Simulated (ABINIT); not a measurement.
# Quasiparticle gap of MoS2 (P6_3/mmc) in ABINIT, part 2 of 2

Wanted: ground state, empty states, screening and self-energy for MoS2 (P6_3/mmc).

ABINIT 10.8.3; PBE and many-body steps on it, plane waves. Known limits of the many-body steps: not at the basis limit; no spin-orbit coupling; coarse k mesh.

So far. Step 2 (Ground state): The gap is indirect, with the least direct gap 0.77 eV higher. Step 3 (Empty states on the mesh, 3×3×1 mesh, 167 bands): On this mesh the gap is 1.052 eV. The earlier step found 0.889 eV, so this mesh misses an edge.

The database entry behind the starting cell differs from later determinations by our own check (about 0.3 % long), so it need not match the best structure at ambient conditions.

### Step 4. Screening, 3×3×1 mesh, 153 bands, screening to 130.6 eV

The RPA dielectric matrix is built and inverted for each q.

This step: RPA screening on PBE, plane waves, norm-conserving pseudopotentials.

File run.abi:

```
acell 3*1.0 Angstrom
rprim 
  3.169000000004 -0.000000000001 0.000000000000
  -1.584500000001 2.744434504597 0.000000000000
  0.000000000000 0.000000000000 12.324000000000
ntypat 2
znucl 42 16
natom 6
typat 1 1 2 2 2 2
xred 
  0.333333333333 0.666666666667 0.250000000000
  0.666666666667 0.333333333333 0.750000000000
  0.333333333333 0.666666666667 0.623000000000
  0.666666666667 0.333333333333 0.123000000000
  0.333333333333 0.666666666667 0.877000000000
  0.666666666667 0.333333333333 0.377000000000
pp_dirpath "pseudos"
pseudos "Mo.upf, S.upf"
ecut 36
ngkpt 3 3 1
nshiftk 1
shiftk 0 0 0
kptopt 1
chksymbreak 0
istwfk *1
occopt 1
irdwfk 1
optdriver 3
nband 153
ecuteps 4.8
inclvkb 2
awtr 1
symchi 1
indata_prefix "in"
outdata_prefix "out"
tmpdata_prefix "tmp"
```

The run is started by

```bash
> OMP_NUM_THREADS=1 mpirun -n 8 abinit run.abi > log
```

Numbers of over 12 decimals in the logs are rounded to 6 here.

What it wrote:

```text
.Version 10.8.3 of ABINIT. v10.8.2 released Aug 2026.

 Symmetries : space group P6_3/m m c (#194); Bravais hP (primitive hexag.)
[... echo of the input left out ...]
== DATASET  1 ==================================================================
-   mpi_nproc: 8, omp_nthreads: 1 (-1 if OMP is not activated)

--- !DatasetInfo
iteration_state: {dtset: 1, }
dimensions: {natom: 6, nkpt: 3, mband: 153, nsppol: 1, nspinor: 1, nspden: 1, mpw: 7476, }
cutoff_energies: {ecut:  36.0, pawecutdg:  -1.0, }
electrons: {nelect:   5.20000000E+01, charge:   0.00000000E+00, occopt:   1.00000000E+00, tsmear:   1.00000000E-02, }

 SCREENING: Calculation of the susceptibility and dielectric matrices

 Based on a program developped by R.W. Godby, V. Olevano, G. Onida, and L. Reining.
 Incorporated in ABINIT by V. Olevano, G.-M. Rignanese, and M. Torrent.
.Using double precision arithmetic ; gwpc =  8

[... cell and pseudopotentials left out ...]
--------------------------------------------------------------------------------

 ==== K-mesh for the wavefunctions ====
 Number of points in the irreducible wedge :     3
[... list of points left out ...]
 Together with 24 symmetry operations and time-reversal symmetry
 yields     9 points in the full Brillouin Zone.

 ==== Q-mesh for the screening function ====
 Number of points in the irreducible wedge :     3
[... list of points left out ...]
 Together with 24 symmetry operations and time-reversal symmetry
 yields     9 points in the full Brillouin Zone.

 setmesh: FFT mesh size selected  =    20x   20x   90
          total number of points  =        36000

 vcoul_init : cutoff-mode = AUXILIARY_FUNCTION
 q-points for optical limit:   1
     1)      0.000010    0.000020    0.000030

- screening: taking advantage of time-reversal symmetry
- Maximum band index for partially occupied states nbvw = 26
- Remaining bands to be divided among processors   nbcw = 127
- Number of bands treated by each node ~15

 Number of electrons calculated from density =   52.0000; Expected =   52.0000
 average of density, n =  0.071892
 r_s =    1.4919
 omega_plasma =   25.8640 [eV]

 calculating chi0 at frequencies [eV] :
  1    0.000000E+00    0.000000E+00
  2    0.000000E+00    2.586399E+01

--------------------------------------------------------------------------------
  q-point number  1        q = ( 0.000000, 0.000000, 0.000000) [r.l.u.]
--------------------------------------------------------------------------------
[... chi0 elements left out ...]
 For q-point:  0.000010 0.000020 0.000030
  dielectric constant =  17.3102
  dielectric constant without local fields =  19.5442

  Average fulfillment of the sum rule on Im[epsilon] for q-point    1 :     76.83  [%]
[... wings left out ...]
  q-point number  2        q = ( 0.333333, 0.000000, 0.000000) [r.l.u.]
--------------------------------------------------------------------------------
[... chi0 elements left out ...]
  Average fulfillment of the sum rule on Im[epsilon] for q-point    2 :     73.47  [%]

 [... 1 further q-points ...]
```

Elapsed: 38 s, on 8 MPI ranks of Intel Xeon 6975P-C (Granite Rapids), shared host; peak memory 1.7 GiB.

This step gave:

| Item | Value |
| --- | --- |
| ε∞ with local fields, on this mesh, along the program's q direction | 17.31 |
| the same without local fields | 19.54 |
| plasma frequency | 25.86 eV |
| plane waves in the screening matrix | 341 |

Local fields lower ε∞ by 11 %. On a Γ-centred mesh this coarse the value itself is usually too large, while a short band sum pulls it down.

### Step 5. Self-energy, 3×3×1 mesh, 153 bands, screening to 130.6 eV

The self-energy is evaluated for the states that the input lists, and the levels follow from it, in one-shot runs by the linearised quasiparticle equation.

This step: G0W0 on PBE, plane waves, norm-conserving pseudopotentials.

run.abi, as its differences from that of step 4:

```diff
@@ -27,8 +27,17 @@
 irdwfk 1
-optdriver 3
+optdriver 4
 nband 153
+gwcalctyp 0
+ecutsigx 36
+symsigma 1
+nkptgw 2
+kptgw 
+  0.0000000000 0.0000000000 0.0000000000
+  0.3333333333 0.3333333333 0.0000000000
+bdgw 
+  25 28
+  25 28
 ecuteps 4.8
-inclvkb 2
-awtr 1
-symchi 1
+irdscr 1
+ppmodel 1
 indata_prefix "in"
```

What it wrote:

```text
.Version 10.8.3 of ABINIT. v10.8.2 released Aug 2026.

 Symmetries : space group P6_3/m m c (#194); Bravais hP (primitive hexag.)
[... echo of the input left out ...]
== DATASET  1 ==================================================================
-   mpi_nproc: 8, omp_nthreads: 1 (-1 if OMP is not activated)

--- !DatasetInfo
iteration_state: {dtset: 1, }
dimensions: {natom: 6, nkpt: 3, mband: 153, nsppol: 1, nspinor: 1, nspden: 1, mpw: 7476, }
cutoff_energies: {ecut:  36.0, pawecutdg:  -1.0, }
electrons: {nelect:   5.20000000E+01, charge:   0.00000000E+00, occopt:   1.00000000E+00, tsmear:   1.00000000E-02, }

 SIGMA: Calculation of the GW corrections

 Based on a program developped by R.W. Godby, V. Olevano, G. Onida, and L. Reining.
 Incorporated in ABINIT by V. Olevano, G.-M. Rignanese, and M. Torrent.
.Using double precision arithmetic ; gwpc =  8

[... cell and pseudopotentials left out ...]
--------------------------------------------------------------------------------

 ==== K-mesh for the wavefunctions ====
 Number of points in the irreducible wedge :     3
[... list of points left out ...]
 Together with 24 symmetry operations and time-reversal symmetry
 yields     9 points in the full Brillouin Zone.

 ==== Q-mesh for screening function ====
 Number of points in the irreducible wedge :     3
[... list of points left out ...]
 Together with 24 symmetry operations and time-reversal symmetry
 yields     9 points in the full Brillouin Zone.

 vcoul_init : cutoff-mode = AUXILIARY_FUNCTION
 q-points for optical limit:   1
     1)      0.000010    0.000020    0.000030
 setmesh: FFT mesh size selected  =    32x   32x  128
          total number of points  =       131072

 Number of electrons calculated from density =   52.0000; Expected =   52.0000
 average of density, n =  0.071892
 r_s =    1.4919
 omega_plasma =   25.8640 [eV]

 === KS Band Gaps ===
  >>>> For spin  1
   Minimum direct gap =   1.6539 [eV], located at k-point      :   0.3333  0.3333  0.0000
   Fundamental gap    =   1.0518 [eV], Top of valence bands at :   0.0000  0.0000  0.0000
                                       Bottom of conduction at :   0.3333  0.3333  0.0000
 SIGMA fundamental parameters:
 PLASMON POLE MODEL  1
 number of plane-waves for SigmaX                 7437
 number of plane-waves for SigmaC and W            341
 number of plane-waves for wavefunctions          7437
 number of bands                                   153
 number of independent spin polarizations            1
 number of spinorial components                      1
 number of k-points in IBZ                           3
 number of q-points in IBZ                           3
 number of symmetry operations                      24
 number of k-points in BZ                            9
 number of q-points in BZ                            9
 number of frequencies for dSigma/dE                 9
 frequency step for dSigma/dE [eV]                0.25
 number of omega for Sigma on real axis              0
 max omega for Sigma on real axis  [eV]           0.00
 zcut for avoiding poles [eV]                     0.10

 EPSILON^-1 parameters (SCR file):
 dimension of the eps^-1 matrix on file            341
 dimension of the eps^-1 matrix used               341
 number of plane-waves for wavefunctions          7437
 number of bands                                   153
 number of q-points in IBZ                           3
 number of frequencies                               2
 number of real frequencies                          1
 number of imag frequencies                          1

 matrix elements of self-energy operator (all in [eV])

 Perturbative Calculation

--- !SelfEnergy_ee
iteration_state: {dtset: 1, }
kpoint     : [   0.000,    0.000,    0.000, ]
spin       : 1
KS_gap     :    2.100
QP_gap     :    2.552
Delta_QP_KS:    0.452
data: !SigmaeeData |
     Band     E0 <VxcDFT>   SigX SigC(E0)      Z dSigC/dE  Sig(E)    E-E0       E
       25   7.290 -15.395 -16.765   1.508   0.775  -0.290 -15.288   0.107   7.397
       26   8.434 -16.370 -17.413   1.285   0.772  -0.296 -16.183   0.187   8.621
       27  10.534 -15.683 -10.950  -3.910   0.776  -0.289 -15.044   0.639  11.173
       28  10.534 -15.683 -10.950  -3.910   0.776  -0.289 -15.044   0.639  11.173

--- !SelfEnergy_ee
iteration_state: {dtset: 1, }
kpoint     : [   0.333,    0.333,    0.000, ]
spin       : 1
KS_gap     :    1.654
QP_gap     :    2.297
Delta_QP_KS:    0.643
data: !SigmaeeData |
     Band     E0 <VxcDFT>   SigX SigC(E0)      Z dSigC/dE  Sig(E)    E-E0       E
       25   7.670 -16.196 -17.477   1.513   0.774  -0.292 -16.017   0.180   7.850
       26   7.832 -16.549 -17.783   1.506   0.773  -0.294 -16.339   0.210   8.043
       27   9.486 -17.601 -12.714  -3.779   0.770  -0.298 -16.748   0.854  10.340
       28   9.486 -17.601 -12.714  -3.779   0.770  -0.298 -16.748   0.854  10.340

== END DATASET(S) ==============================================================
================================================================================

 -outvars: echo values of variables after computation  --------
           etotal      0.0000000000E+00
            nband         153
             nkpt           3
          spgroup         194
 [... the other variables as echoed above ...]

 Calculation completed.
```

Run time: 11 s. Hardware: 8 MPI ranks; peak memory 1.5 GiB; 83 s of CPU time.

This step gave:

| Property | Result |
| --- | --- |
| G0W0 gap on the points computed | 1.719 eV |
| starting gap on the mesh | 1.052 eV |
| k of the valence top | 0, 0, 0 |
| k of the conduction bottom | 0.3333, 0.3333, 0 |
| Z at the valence top | 0.772 |
| Z at the conduction bottom | 0.77 |
| least direct G0W0 gap on the computed points | 2.297 eV |

The gap on the mesh goes from 1.05 eV to 1.72 eV, a correction of +0.67 eV. The start differs from the 0.89 eV found before because the two sample other k points.

Limits: finite bands, cutoff and mesh; no spin-orbit coupling; coarse k mesh. v1 is the top filled band, c1 the lowest empty one. The levels before and after the correction (eV, zero at the valence-band top of each column):

```
           conduction bottom  valence top
Kohn-Sham               1.05         0.00
     G0W0               1.72         0.00
```

```
                           level  energy (eV)
Kohn-Sham                   Γ v2       -1.145
Kohn-Sham                   Γ v1        0.000
Kohn-Sham                Γ c1-c2        2.100
Kohn-Sham     (0.333 0.333 0) v2       -0.764
Kohn-Sham     (0.333 0.333 0) v1       -0.602
Kohn-Sham  (0.333 0.333 0) c1-c2        1.052
     G0W0                   Γ v2       -1.224
     G0W0                   Γ v1        0.000
     G0W0                Γ c1-c2        2.552
     G0W0     (0.333 0.333 0) v2       -0.771
     G0W0     (0.333 0.333 0) v1       -0.578
     G0W0  (0.333 0.333 0) c1-c2        1.719
```

### Step 6. Where the time went

Times are wall times on the hardware named with each run, good to a factor of about two.

```
                    step  time  share  memory (GiB)
            ground state  51 s   29 %          0.87
empty states on the mesh  73 s   43 %          0.36
               screening  38 s   22 %           1.7
             self-energy  11 s    6 %           1.5
```

### Step 7. What came out

| Item | Value |
| --- | --- |
| PBE gap | 0.89 eV, indirect |
| G0W0 gap on the mesh | 1.72 eV |
| G0W0 gap over the zone (rigid shift) | 1.56 eV |
| GW settings | 3×3×1 mesh, 153 bands, screening to 130.6 eV, Godby-Needs plasmon pole |
| known limits | not at the basis limit; no spin-orbit coupling; coarse k mesh |

G0W0 moves the gap on the mesh from 1.05 eV to 1.72 eV (+0.67 eV), with Z of 0.77 and 0.77 at the edges. The mesh misses the band edges by 0.16 eV in all; a rigid shift gives 1.56 eV for the zone. Local fields lower the RPA ε∞ on this mesh from 19.54 to 17.31; a Γ-centred mesh this coarse tends to raise both, most where the direct gap is narrow, while a short band sum lowers them. Only 2 of the mesh's irreducible points were corrected, so a valley elsewhere could overtake. Bands and cutoff are finite, so the gap is not at the basis limit. The miss can reach some tenths of an eV and take either sign; the mesh is an error of its own. In the G0W0 run levels were corrected at 2 k points alone, so a gap called «on the mesh» is the least over those, and an edge elsewhere would be missed. A denser mesh or path gives a starting gap of 0.89 eV: the GW mesh misses a band edge, so its gaps are not the fundamental one. The 3×3×1 mesh is coarse for this cell, which bears on the long-range parts of exchange and screening. The many-body steps are scalar-relativistic: spin-orbit coupling is not in them.

[Paths, hosts, dates, memory and timing lines, banners, echoed tables and standing remarks are left out of the program output.]

[Logs are printed without paths, hosts, clocks, repeated set-up lines and the standing remarks that a program may print on its own settings, such as how far it seeks lower states.]

[Runs of the session that timed out or met a known fault of the program may be left out.]

[Hosts, paths, dates, database ids (printed as entryN), source tags and the programs' standing remarks are cut or masked in the printed files.]

[G0W0 gaps are taken among the corrected bands and points alone; a level outside them can change the order at an edge.]

[Where Ansatz stands beside ABINIT at settings called matched, ABINIT's density can come from a denser mesh and the files from another edition; pairs whose starting gaps differed by over 0.03 eV were left out, so agreement reads better than it is.]
